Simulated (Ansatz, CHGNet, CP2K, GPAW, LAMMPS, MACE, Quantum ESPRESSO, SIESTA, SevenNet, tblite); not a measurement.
**Glassy 69SiO2-19Al2O3-6SrO-6Li2O (mol %) (106 atoms): forces by two methods**

106 atoms (22 Si, 12 Al, 2 Sr, 4 Li, 66 O) placed at random at 3.07 g/cm³, melted at 4000 K for 10 ps at fixed volume with the Morse and Coulomb pair potential with partial charges (Pedone, Malavasi, Menziani, Cormack and Segre, J. Phys. Chem. B 110, 11780 (2006)). Quenched from 4000 K to 300 K at 50 K/ps and fixed volume, held 5 ps.

Two calculations on one geometry. First: Kohn-Sham DFT, PBE, PAW, plane waves (Ansatz 0.2.0; cutoff 420 eV, Γ point, fermi-dirac smearing of 0.05 eV; PAW set soft_2). Second: Kohn-Sham DFT, PBE, GBRV 1.5 ultrasoft pseudopotentials, plane waves; gbrv-1.5; 40/200 Ry; levels smeared at 580 K (Quantum ESPRESSO 7.5; Γ point).

Cell vectors (Å):

```
10.593 0.000 0.000
0.000 10.593 0.000
0.000 0.000 10.593
```

Atom, position (Å) and force of the first calculation (eV/Å):

```
1 Si 7.916 7.222 1.706 0.506 1.148 -0.820
2 Si 1.411 4.029 4.511 2.686 1.154 0.333
3 Si 3.834 9.720 7.611 0.691 0.943 1.180
4 Si 7.972 10.370 5.600 2.405 1.013 -2.119
5 Si 5.662 6.018 6.555 1.139 0.938 1.384
6 Si 6.573 1.797 2.692 1.369 2.598 0.626
7 Si 2.887 4.864 9.070 -0.357 4.398 3.571
8 Si 8.952 5.038 10.577 -1.274 2.746 3.263
9 Si 4.640 7.535 9.877 1.455 0.011 -1.087
10 Si 9.233 3.260 2.450 -4.476 0.877 0.733
11 Si 5.000 9.800 4.807 1.083 2.645 0.323
12 Si 9.476 4.836 5.949 -0.031 0.597 0.896
13 Si 7.134 5.335 3.747 -0.220 -3.272 -3.751
14 Si 1.480 1.020 7.260 1.630 2.426 0.982
15 Si 7.315 8.055 8.220 -3.805 1.278 0.310
16 Si 3.890 2.099 5.276 -4.636 1.291 1.853
17 Si 9.530 0.570 10.214 -1.540 -1.992 -0.917
18 Si 5.144 3.997 1.454 0.514 2.213 0.792
19 Si 7.030 10.110 0.953 1.037 -0.500 0.075
20 Si 3.503 0.890 0.524 -2.177 -1.624 1.383
21 Si 1.137 9.133 2.956 -1.650 1.883 -1.734
22 Si 4.071 9.006 2.155 -1.265 -0.839 -1.697
23 Al 6.830 2.585 5.936 0.718 0.572 -1.247
24 Al 4.464 2.245 8.355 -0.145 -1.220 0.299
25 Al 2.361 6.454 6.571 -1.844 -1.073 0.739
26 Al 1.945 4.913 1.402 1.315 0.961 0.600
27 Al 0.149 6.598 8.501 -0.736 -0.367 -1.743
28 Al 6.807 0.745 8.629 0.014 -2.567 1.645
29 Al 6.587 4.052 9.126 -1.643 0.806 -0.601
30 Al 0.371 7.529 0.527 -1.585 0.962 1.870
31 Al 10.253 7.820 5.448 -1.327 0.180 0.859
32 Al 10.346 1.043 4.433 1.167 -1.272 0.740
33 Al 1.353 2.404 10.335 2.199 -0.356 -0.149
34 Al 1.483 9.518 9.462 0.633 1.528 0.316
35 Sr 9.632 2.868 7.884 -0.296 -1.014 0.640
36 Sr 3.793 6.411 3.717 -0.080 -1.193 -0.641
37 Li 9.894 9.267 7.772 -1.000 -0.101 0.103
38 Li 10.549 6.215 2.849 0.052 0.441 -0.046
39 Li 0.660 1.267 2.018 0.650 -0.564 -0.070
40 Li 7.406 7.749 4.927 0.105 0.285 0.563
41 O 3.945 8.531 8.751 -0.989 1.498 -1.586
42 O 10.229 2.359 3.267 1.685 -0.083 0.051
43 O 3.982 10.487 1.754 0.669 2.799 -0.379
44 O 0.949 0.024 3.616 0.391 0.901 -0.284
45 O 8.444 1.166 9.205 0.183 1.272 -1.340
46 O 5.083 2.784 6.045 -0.206 1.183 1.652
47 O 10.490 10.173 9.293 -0.751 0.686 -0.168
48 O 6.585 9.734 5.161 -1.706 -1.188 -0.984
49 O 4.085 1.784 10.022 1.622 2.021 -1.771
50 O 6.212 7.479 9.372 -0.534 -0.150 0.890
51 O 5.666 4.105 10.568 0.188 0.481 -0.729
52 O 7.781 5.976 0.754 -0.390 -2.571 -2.410
53 O 4.393 0.760 4.674 0.925 -3.266 -2.226
54 O 3.714 4.734 1.690 -0.784 0.340 0.695
55 O 1.056 7.897 9.513 -0.858 -1.899 -0.859
56 O 7.571 1.077 6.463 0.184 0.766 2.110
57 O 0.904 7.544 6.661 0.262 0.287 1.020
58 O 2.174 10.228 7.730 0.298 -3.434 0.752
59 O 7.061 8.514 1.314 -0.801 0.113 0.317
60 O 8.958 9.118 5.936 1.149 -1.872 0.892
61 O 1.884 5.693 8.141 -1.122 0.651 -0.936
62 O 4.940 8.802 3.532 0.797 -0.889 -0.125
63 O 0.715 9.193 1.378 -0.115 -0.409 -0.169
64 O 8.246 4.184 9.501 0.261 -1.277 -1.659
65 O 1.976 4.198 10.349 -1.247 -0.615 -0.407
66 O 4.393 8.031 0.843 -0.202 -0.062 1.105
67 O 6.308 5.549 5.075 -1.570 0.354 1.382
68 O 6.105 4.840 2.559 -1.353 0.007 0.549
69 O 8.584 10.382 0.657 1.969 -0.089 0.742
70 O 7.059 9.669 8.131 0.576 -1.189 -1.114
71 O 1.213 4.498 2.991 -0.792 0.333 -1.143
72 O 3.572 3.720 8.426 2.265 -2.956 -2.883
73 O 0.115 3.782 5.453 -0.799 -0.717 -0.265
74 O 6.686 2.276 4.215 -0.135 -0.111 -0.140
75 O 2.673 8.635 2.945 1.410 -1.241 0.371
76 O 6.069 5.030 7.702 0.029 -1.304 1.028
77 O 10.163 5.943 10.072 1.216 0.741 -0.532
78 O 8.443 4.433 3.443 1.856 -0.259 0.891
79 O 9.630 4.176 1.192 1.751 -0.230 -0.207
80 O 9.321 6.287 5.310 -0.417 1.308 -1.902
81 O 4.194 9.295 6.071 -1.644 -1.807 1.308
82 O 9.476 7.385 1.654 2.350 0.475 0.349
83 O 6.300 2.439 8.432 -0.768 0.408 -0.761
84 O 10.428 1.730 0.217 0.327 1.196 1.415
85 O 2.319 1.870 1.160 -0.910 0.615 0.349
86 O 4.652 0.490 7.853 1.024 0.290 0.109
87 O 2.774 3.063 4.455 0.460 -0.708 0.082
88 O 0.282 0.946 6.260 -2.180 0.169 -1.228
89 O 8.826 0.361 4.287 -1.845 -0.459 1.184
90 O 8.794 7.692 8.450 3.521 -0.925 0.034
91 O 2.587 10.418 10.308 0.267 -0.468 -0.136
92 O 1.525 6.624 1.365 0.912 -2.512 1.147
93 O 2.726 1.683 6.527 2.440 1.282 -1.376
94 O 6.131 0.008 10.381 -0.840 0.934 -2.201
95 O 7.943 2.391 1.993 0.317 0.005 -0.861
96 O 0.345 8.195 3.965 -0.066 -1.641 -0.261
97 O 1.990 5.409 5.216 0.423 0.718 -0.460
98 O 6.541 7.384 6.862 0.390 0.228 -1.156
99 O 1.239 1.971 8.619 -0.242 -0.219 -1.230
100 O 10.027 5.265 7.416 0.032 -0.461 1.033
101 O 8.170 3.856 6.154 -0.054 -0.567 0.024
102 O 6.576 0.285 2.303 -0.331 -1.929 1.072
103 O 5.281 2.511 1.974 -0.606 -2.087 0.644
104 O 7.402 6.789 3.189 0.369 2.944 1.248
105 O 4.080 6.407 6.354 1.019 0.144 -0.660
106 O 3.872 6.156 9.558 -0.560 -1.492 0.650
```

**Question.** What forces does the second calculation give?

Atom and force (eV/Å):

```
1 0.506 1.148 -0.820
2 2.695 1.147 0.333
3 0.681 0.947 1.187
4 2.435 1.022 -2.117
5 1.138 0.950 1.383
6 1.372 2.619 0.630
7 -0.381 4.440 3.613
8 -1.275 2.764 3.283
9 1.472 0.009 -1.085
10 -4.489 0.885 0.737
11 1.088 2.652 0.311
12 -0.031 0.588 0.898
13 -0.209 -3.291 -3.770
14 1.621 2.432 0.998
15 -3.828 1.281 0.309
16 -4.663 1.329 1.857
17 -1.539 -2.008 -0.927
18 0.511 2.232 0.801
19 1.026 -0.507 0.067
20 -2.185 -1.625 1.404
21 -1.659 1.905 -1.753
22 -1.261 -0.870 -1.696
23 0.735 0.611 -1.210
24 -0.135 -1.234 0.250
25 -1.854 -1.037 0.758
26 1.298 0.941 0.592
27 -0.734 -0.345 -1.776
28 -0.017 -2.569 1.647
29 -1.664 0.823 -0.630
30 -1.641 0.997 1.847
31 -1.368 0.194 0.910
32 1.211 -1.247 0.795
33 2.233 -0.313 -0.149
34 0.650 1.536 0.267
35 -0.292 -1.016 0.638
36 -0.076 -1.194 -0.642
37 -1.000 -0.104 0.096
38 0.050 0.439 -0.042
39 0.649 -0.567 -0.071
40 0.105 0.285 0.566
41 -0.994 1.503 -1.592
42 1.706 -0.046 0.021
43 0.678 2.825 -0.364
44 0.440 0.879 -0.307
45 0.229 1.297 -1.332
46 -0.257 1.208 1.672
47 -0.830 0.717 -0.180
48 -1.723 -1.204 -0.993
49 1.629 2.033 -1.739
50 -0.530 -0.154 0.898
51 0.148 0.488 -0.687
52 -0.403 -2.594 -2.430
53 0.938 -3.300 -2.255
54 -0.751 0.345 0.709
55 -0.841 -1.975 -0.889
56 0.213 0.728 2.139
57 0.273 0.319 1.059
58 0.310 -3.455 0.739
59 -0.821 0.116 0.313
60 1.142 -1.868 0.907
61 -1.132 0.628 -0.913
62 0.812 -0.908 -0.126
63 -0.113 -0.376 -0.157
64 0.338 -1.294 -1.672
65 -1.248 -0.615 -0.448
66 -0.205 -0.062 1.116
67 -1.591 0.352 1.409
68 -1.359 0.004 0.548
69 1.987 -0.095 0.755
70 0.585 -1.245 -1.139
71 -0.823 0.327 -1.116
72 2.257 -2.941 -2.924
73 -0.809 -0.730 -0.257
74 -0.138 -0.117 -0.197
75 1.421 -1.256 0.377
76 0.018 -1.292 1.007
77 1.208 0.718 -0.501
78 1.875 -0.267 0.896
79 1.773 -0.227 -0.215
80 -0.451 1.285 -1.921
81 -1.659 -1.830 1.313
82 2.343 0.480 0.375
83 -0.762 0.418 -0.790
84 0.269 1.192 1.458
85 -0.887 0.606 0.396
86 1.029 0.247 0.092
87 0.466 -0.711 0.077
88 -2.200 0.165 -1.219
89 -1.942 -0.499 1.167
90 3.552 -0.928 0.040
91 0.344 -0.416 -0.079
92 0.971 -2.508 1.200
93 2.458 1.296 -1.388
94 -0.861 0.934 -2.197
95 0.319 0.001 -0.877
96 -0.040 -1.643 -0.343
97 0.411 0.688 -0.513
98 0.393 0.233 -1.167
99 -0.245 -0.226 -1.282
100 0.017 -0.488 1.020
101 -0.043 -0.550 0.033
102 -0.342 -1.959 1.093
103 -0.624 -2.116 0.645
104 0.370 2.973 1.267
105 1.086 0.151 -0.672
106 -0.562 -1.510 0.652
```

The two sets differ by 24.6 meV/Å r.m.s., 1.8 % of the r.m.s. force of the Ansatz run. The network of bonds at the start is that of the classical potential that made the cell, and needn't be the one that DFT or experiment would give. The electronic-structure runs sample only Γ, in a cell whose shortest periodic width is 11 Å.

[Long decimals in the printed logs are rounded to 6 places.]

[Logs are printed without paths, hosts, clocks, repeated set-up lines and the standing remarks that a program may print on its own settings, such as how far it seeks lower states.]

[Hosts, paths, dates, database ids (printed as entryN), source tags and the programs' standing remarks are cut or masked in the printed files.]
